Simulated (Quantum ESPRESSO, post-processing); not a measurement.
# AlN(11-20), stepped through the number of layers, part 15 of 15

Wanted: a table for AlN(11-20) against the number of layers, and what can be fitted to it.

Quantum ESPRESSO 7.5; plane-wave DFT, PBE, GBRV ultrasoft pseudopotentials.

So far. Step 21 (Relaxation with pw.x, 6 layers): The relaxation lowers the energy by 65 meV an atom. Step 25 (Relaxing the ions, 7 layers): The relaxation lowers the energy by 56 meV an atom.

## 28. Relaxing the ions, 7 layers: field 0.1 V/Å

m4.r1.in reads:

```
&control
  prefix = 'm4.r1'
  outdir = './out'
  pseudo_dir = './pseudo'
  nstep = 90
  forc_conv_thr = 6e-05
  calculation = 'relax'
  tefield = .true.
  dipfield = .true.
  etot_conv_thr = 1e-07
/
&system
  ibrav = 0
  nat = 28
  ntyp = 2
  ecutwfc = 40
  ecutrho = 200
  occupations = 'fixed'
  edir = 3
  emaxpos = 0.97
  eopreg = 0.04
  eamp = 0.00194469
/
&electrons
  conv_thr = 1e-10
  mixing_beta = 0.4
  electron_maxstep = 120
/
&ions
/
ATOMIC_SPECIES
  Al  26.9815  al_pbe_v1.uspp.F.UPF
  N   14.0070  n_pbe_v1.2.uspp.F.UPF
CELL_PARAMETERS angstrom
  5.42440360500000 0.00000000000000 0.00000000000000
  0.00000000000000 5.02318495200000 0.00000000000000
  0.00000000000000 0.00000000000000 25.40484068213099
ATOMIC_POSITIONS crystal
  Al  0.364263428800 0.019007749100 0.322775417600
  Al  0.635736571200 0.519007749100 0.322775417600
  N   0.332866234800 0.373251656500 0.315447114400
  N   0.667133765200 0.873251656500 0.315447114400
  Al  0.835366504100 -0.002824211300 0.374742845500
  Al  0.164633495900 0.497175788700 0.374742845500
  N   0.833503044100 0.378200440200 0.376343480400
  N   0.166496955900 0.878200440200 0.376343480400
  Al  0.334430795900 -0.000948726900 0.438729147900
  Al  0.665569204100 0.499051273100 0.438729147900
  N   0.331435141500 0.380955149700 0.438175672200
  N   0.668564858500 0.880955149700 0.438175672200
  Al  0.833574909100 -0.001344675200 0.500000000000
  Al  0.166425090900 0.498655324800 0.500000000000
  N   0.833102388600 0.380060560600 0.500000000000
  N   0.166897611400 0.880060560600 0.500000000000
  Al  0.334430795900 -0.000948726900 0.561270852100
  Al  0.665569204100 0.499051273100 0.561270852100
  N   0.331435141500 0.380955149700 0.561824327800
  N   0.668564858500 0.880955149700 0.561824327800
  Al  0.835366504100 -0.002824211300 0.625257154500
  Al  0.164633495900 0.497175788700 0.625257154500
  N   0.833503044100 0.378200440200 0.623656519600
  N   0.166496955900 0.878200440200 0.623656519600
  Al  0.364263428800 0.019007749100 0.677224582400
  Al  0.635736571200 0.519007749100 0.677224582400
  N   0.332866234800 0.373251656500 0.684552885600
  N   0.667133765200 0.873251656500 0.684552885600
K_POINTS automatic
  4 4 1 0 0 0
```

Launch:

```
> OMP_NUM_THREADS=1 mpirun -n 4 pw.x -nk 1 -in m4.r1.in > m4.r1.out
```

Output:

```text
[banner, memory and clock lines left out]
Program PWSCF v.7.5 starts
[...]
number of electrons       =       112.00
     number of Kohn-Sham states=           56
     kinetic-energy cutoff     =      40.0000  Ry
     charge density cutoff     =     200.0000  Ry
[...]
number of k points=    10
[...]
Dense  grid:   223169 G-vectors     FFT dimensions: (  48,  45, 225)
[...]
negative rho (up, down):  5.087E-04 0.000E+00
[...]
Starting wfcs are  112 randomized atomic wfcs
[...]
negative rho (up, down):  5.611E-04 0.000E+00
[...]
estimated scf accuracy    <       9.77205559 Ry
[...]
negative rho (up, down):  8.539E-04 0.000E+00
[...]
estimated scf accuracy    <       0.33523874 Ry
[...]
negative rho (up, down):  1.142E-03 0.000E+00
[...]
estimated scf accuracy    <       0.12275789 Ry
[...]
negative rho (up, down):  1.346E-03 0.000E+00
[...]
estimated scf accuracy    <       0.02200110 Ry
[...]
negative rho (up, down):  1.434E-03 0.000E+00
[...]
estimated scf accuracy    <       0.00661850 Ry
[...]
negative rho (up, down):  1.460E-03 0.000E+00
[...]
estimated scf accuracy    <       0.00142473 Ry
[...]
negative rho (up, down):  1.482E-03 0.000E+00
[...]
estimated scf accuracy    <       0.00015072 Ry
[...]
negative rho (up, down):  1.498E-03 0.000E+00
[...]
estimated scf accuracy    <       0.00001010 Ry
[...]
negative rho (up, down):  1.506E-03 0.000E+00
[...]
estimated scf accuracy    <       0.00002585 Ry
[...]
negative rho (up, down):  1.510E-03 0.000E+00
[...]
estimated scf accuracy    <       0.00000076 Ry
[...]
negative rho (up, down):  1.514E-03 0.000E+00
[...]
estimated scf accuracy    <       0.00000193 Ry
[...]
negative rho (up, down):  1.516E-03 0.000E+00
[...]
estimated scf accuracy    <       0.00000014 Ry
[...]
negative rho (up, down):  1.517E-03 0.000E+00
[...]
estimated scf accuracy    <       0.00000006 Ry
[...]
negative rho (up, down):  1.518E-03 0.000E+00
[...]
estimated scf accuracy    <          2.6E-09 Ry
[...]
negative rho (up, down):  1.519E-03 0.000E+00
[...]
estimated scf accuracy    <          6.6E-09 Ry
[...]
negative rho (up, down):  1.519E-03 0.000E+00
[...]
estimated scf accuracy    <          6.6E-10 Ry
[...]
negative rho (up, down):  1.519E-03 0.000E+00
[...]
highest occupied level (ev):    -0.1856
!    total energy              =    -378.15952183 Ry
     estimated scf accuracy    <          6.2E-12 Ry
[...]
one-electron contribution =   -4275.80120685 Ry
     hartree contribution      =    2179.43165866 Ry
     xc contribution           =    -137.81619153 Ry
     ewald contribution        =    1856.02707424 Ry
     electric field correction =      -0.00085636 Ry
     convergence has been achieved in  17 iterations
     negative rho (up, down):  1.519E-03 0.000E+00
[...]
Total force =     0.010554     Total SCF correction =     0.000002
[...]
negative rho (up, down):  1.519E-03 0.000E+00
[...]
negative rho (up, down):  1.519E-03 0.000E+00
[...]
estimated scf accuracy    <       0.00010343 Ry
[...]
negative rho (up, down):  1.519E-03 0.000E+00
[...]
estimated scf accuracy    <       0.00005089 Ry
[...]
negative rho (up, down):  1.519E-03 0.000E+00
[...]
estimated scf accuracy    <       0.00000176 Ry
[...]
negative rho (up, down):  1.519E-03 0.000E+00
[...]
estimated scf accuracy    <       0.00000152 Ry
[...]
negative rho (up, down):  1.519E-03 0.000E+00
[...]
estimated scf accuracy    <       0.00000016 Ry
[...]
negative rho (up, down):  1.519E-03 0.000E+00
[...]
estimated scf accuracy    <       0.00000005 Ry
[...]
negative rho (up, down):  1.519E-03 0.000E+00
[...]
estimated scf accuracy    <       0.00000007 Ry
[...]
negative rho (up, down):  1.519E-03 0.000E+00
[...]
estimated scf accuracy    <          1.4E-09 Ry
[...]
negative rho (up, down):  1.519E-03 0.000E+00
[...]
estimated scf accuracy    <          9.9E-10 Ry
[...]
negative rho (up, down):  1.519E-03 0.000E+00
[...]
estimated scf accuracy    <          4.0E-10 Ry
[...]
negative rho (up, down):  1.519E-03 0.000E+00
[...]
highest occupied level (ev):    -0.2067
!    total energy              =    -378.15958056 Ry
     estimated scf accuracy    <          7.9E-12 Ry
[...]
one-electron contribution =   -4275.80977453 Ry
     hartree contribution      =    2179.43669659 Ry
     xc contribution           =    -137.81630436 Ry
     ewald contribution        =    1856.03072538 Ry
     electric field correction =      -0.00092364 Ry
     convergence has been achieved in  11 iterations
     negative rho (up, down):  1.519E-03 0.000E+00
[...]
Total force =     0.002167     Total SCF correction =     0.000009
[...]
negative rho (up, down):  1.519E-03 0.000E+00
[...]
negative rho (up, down):  1.519E-03 0.000E+00
[...]
estimated scf accuracy    <       0.00000122 Ry
[...]
negative rho (up, down):  1.519E-03 0.000E+00
[...]
estimated scf accuracy    <       0.00000025 Ry
[...]
negative rho (up, down):  1.519E-03 0.000E+00
[...]
estimated scf accuracy    <       0.00000002 Ry
[...]
negative rho (up, down):  1.519E-03 0.000E+00
[...]
estimated scf accuracy    <          4.6E-09 Ry
[...]
negative rho (up, down):  1.519E-03 0.000E+00
[...]
estimated scf accuracy    <          7.0E-10 Ry
[...]
negative rho (up, down):  1.519E-03 0.000E+00
[...]
estimated scf accuracy    <          1.7E-10 Ry
[...]
negative rho (up, down):  1.519E-03 0.000E+00
[...]
estimated scf accuracy    <          2.1E-11 Ry
[...]
negative rho (up, down):  1.519E-03 0.000E+00
[...]
highest occupied level (ev):    -0.2073
!    total energy              =    -378.15958487 Ry
     estimated scf accuracy    <          2.0E-12 Ry
[...]
one-electron contribution =   -4275.81544443 Ry
     hartree contribution      =    2179.43986843 Ry
     xc contribution           =    -137.81635251 Ry
     ewald contribution        =    1856.03327392 Ry
     electric field correction =      -0.00093027 Ry
     convergence has been achieved in   8 iterations
     negative rho (up, down):  1.519E-03 0.000E+00
[...]
Total force =     0.001604     Total SCF correction =     0.000003
[...]
negative rho (up, down):  1.519E-03 0.000E+00
[...]
negative rho (up, down):  1.519E-03 0.000E+00
[...]
estimated scf accuracy    <       0.00000075 Ry
[...]
negative rho (up, down):  1.519E-03 0.000E+00
[...]
estimated scf accuracy    <       0.00000008 Ry
[...]
negative rho (up, down):  1.519E-03 0.000E+00
[...]
estimated scf accuracy    <       0.00000001 Ry
[...]
negative rho (up, down):  1.519E-03 0.000E+00
[...]
estimated scf accuracy    <          2.5E-09 Ry
[...]
negative rho (up, down):  1.519E-03 0.000E+00
[...]
estimated scf accuracy    <          5.6E-10 Ry
[...]
negative rho (up, down):  1.519E-03 0.000E+00
[...]
estimated scf accuracy    <          1.0E-10 Ry
[...]
negative rho (up, down):  1.519E-03 0.000E+00
[...]
estimated scf accuracy    <          1.4E-11 Ry
[...]
negative rho (up, down):  1.519E-03 0.000E+00
[...]
highest occupied level (ev):    -0.2071
!    total energy              =    -378.15958819 Ry
     estimated scf accuracy    <          3.6E-12 Ry
[...]
one-electron contribution =   -4275.82269160 Ry
     hartree contribution      =    2179.44388731 Ry
     xc contribution           =    -137.81640106 Ry
     ewald contribution        =    1856.03655156 Ry
     electric field correction =      -0.00093439 Ry
     convergence has been achieved in   8 iterations
     negative rho (up, down):  1.519E-03 0.000E+00
[...]
Total force =     0.001138     Total SCF correction =     0.000006
[...]
negative rho (up, down):  1.519E-03 0.000E+00
[...]
negative rho (up, down):  1.519E-03 0.000E+00
[...]
estimated scf accuracy    <       0.00000129 Ry
[...]
negative rho (up, down):  1.519E-03 0.000E+00
[...]
estimated scf accuracy    <       0.00000014 Ry
[...]
negative rho (up, down):  1.519E-03 0.000E+00
[...]
estimated scf accuracy    <       0.00000002 Ry
[...]
negative rho (up, down):  1.519E-03 0.000E+00
[...]
estimated scf accuracy    <          4.5E-09 Ry
[...]
negative rho (up, down):  1.519E-03 0.000E+00
[...]
estimated scf accuracy    <          1.1E-09 Ry
[...]
negative rho (up, down):  1.519E-03 0.000E+00
[...]
estimated scf accuracy    <          1.7E-10 Ry
[...]
negative rho (up, down):  1.519E-03 0.000E+00
[...]
estimated scf accuracy    <          3.2E-11 Ry
[...]
negative rho (up, down):  1.519E-03 0.000E+00
[...]
estimated scf accuracy    <          1.4E-11 Ry
[...]
negative rho (up, down):  1.519E-03 0.000E+00
[...]
highest occupied level (ev):    -0.2066
!    total energy              =    -378.15959087 Ry
     estimated scf accuracy    <          1.5E-12 Ry
[...]
one-electron contribution =   -4275.83515615 Ry
     hartree contribution      =    2179.45069203 Ry
     xc contribution           =    -137.81646542 Ry
     ewald contribution        =    1856.04227757 Ry
     electric field correction =      -0.00093890 Ry
     convergence has been achieved in   9 iterations
     negative rho (up, down):  1.519E-03 0.000E+00
[...]
Total force =     0.000635     Total SCF correction =     0.000002
[...]
negative rho (up, down):  1.519E-03 0.000E+00
[...]
negative rho (up, down):  1.519E-03 0.000E+00
[...]
estimated scf accuracy    <       0.00000025 Ry
[...]
negative rho (up, down):  1.519E-03 0.000E+00
[...]
estimated scf accuracy    <       0.00000003 Ry
[...]
negative rho (up, down):  1.519E-03 0.000E+00
[...]
estimated scf accuracy    <          3.8E-09 Ry
[...]
negative rho (up, down):  1.519E-03 0.000E+00
[...]
estimated scf accuracy    <          9.3E-10 Ry
[...]
negative rho (up, down):  1.519E-03 0.000E+00
[...]
estimated scf accuracy    <          1.3E-10 Ry
[...]
negative rho (up, down):  1.519E-03 0.000E+00
[...]
estimated scf accuracy    <          2.0E-11 Ry
[...]
negative rho (up, down):  1.519E-03 0.000E+00
[...]
estimated scf accuracy    <          2.9E-12 Ry
[...]
negative rho (up, down):  1.519E-03 0.000E+00
[...]
Computed dipole along edir(3) :
        Dipole                0.3069 Ry au,          0.7800 Debye
        Dipole field          0.0008 Ry au,
        E field amplitude [Ha a.u.]:  1.9447E-03
        Potential amp.        0.1032 Ry
        Total length         46.0879 bohr
[...]
highest occupied level (ev):    -0.2063
!    total energy              =    -378.15959145 Ry
     estimated scf accuracy    <          6.0E-13 Ry
[...]
one-electron contribution =   -4275.84323827 Ry
     hartree contribution      =    2179.45499909 Ry
     xc contribution           =    -137.81649075 Ry
     ewald contribution        =    1856.04607875 Ry
     electric field correction =      -0.00094027 Ry
     convergence has been achieved in   8 iterations
     negative rho (up, down):  1.519E-03 0.000E+00
[...]
Total force =     0.000481     Total SCF correction =     0.000002
[...]
```

Elapsed: 14 min, on 4 MPI ranks of Arm Neoverse V1, shared host; peak memory 0.87 GiB.

Hardly anything moved in the relaxation; the energy changed by under 0.2 meV an atom.

Numbers from this step:

- free energy: -5145.1234 eV
- dipole along the normal: 0.1624 e·Å
- valence top, on the run's zero: -0.2063 eV

## 29. The series side by side

The series in one table:

```
the number of layers  4πα/A, ions held (Å)  4πα/A, ions free (Å)  gap on the mesh (eV)  vacuum level over the valence top (eV)  energy (eV)
            3 layers                 4.722                 5.452                 2.023                                   5.359   -2200.4856
            4 layers                 5.847                 6.559                 2.753                                   5.817   -2936.9210
            5 layers                 7.088                 8.056                 2.689                                   5.644   -3672.9232
            6 layers                 8.304                 9.382                 2.945                                   5.817   -4409.0329
            7 layers                  9.52                 10.79                 2.959                                   5.775   -5145.1152
```

## 30. A check by hand

4πα/A grows by 0.771 Å for each Å of thickness (clamped-ion); 1 − 1/ε = 0.771 gives ε = 4.4.

4πα/A grows by 0.863 Å for each Å of thickness (relaxed-ion); 1 − 1/ε = 0.863 gives ε = 7.3.

## 31. Results

```
clamped-ion ε from the slope of 4πα/A against thickness : 4.4
relaxed-ion ε from the slope of 4πα/A against thickness : 7.3
gap at 7 layers                                         : 2.96 eV
```

What this shows: The series holds 5 members; clamped-ion ε from the slope of 4πα/A against thickness: 4.4; relaxed-ion ε from the slope of 4πα/A against thickness: 7.3; gap at 7 layers: 2.96 eV (PBE, GBRV ultrasoft). So near one, the relaxed-ion slope is touchy: 0.01 in it moves ε by 0.5. The gap goes from 2.02 to 2.96 eV as the slab grows from 3.1 to 9.4 Å; the bulk has 4.01 eV on its mesh, which the slab undercuts, so surface states set its edges. Surface layers answer otherwise than the interior, so permittivities come from the slope against thickness; semilocal gaps overscreen; 1×1 cells forbid distortions that need a larger cell.

[Logs are printed without paths, hosts, clocks, repeated set-up lines and the standing remarks that a program may print on its own settings, such as how far it seeks lower states.]

[Hosts, paths, dates, database ids (printed as entryN), source tags and the programs' standing remarks are cut or masked in the printed files.]

[Maps of the electrostatic potential energy from Ansatz leave out the sawtooth potential of an applied field or a dipole correction, so their vacuum need not be flat; planar profiles and work functions include it.]
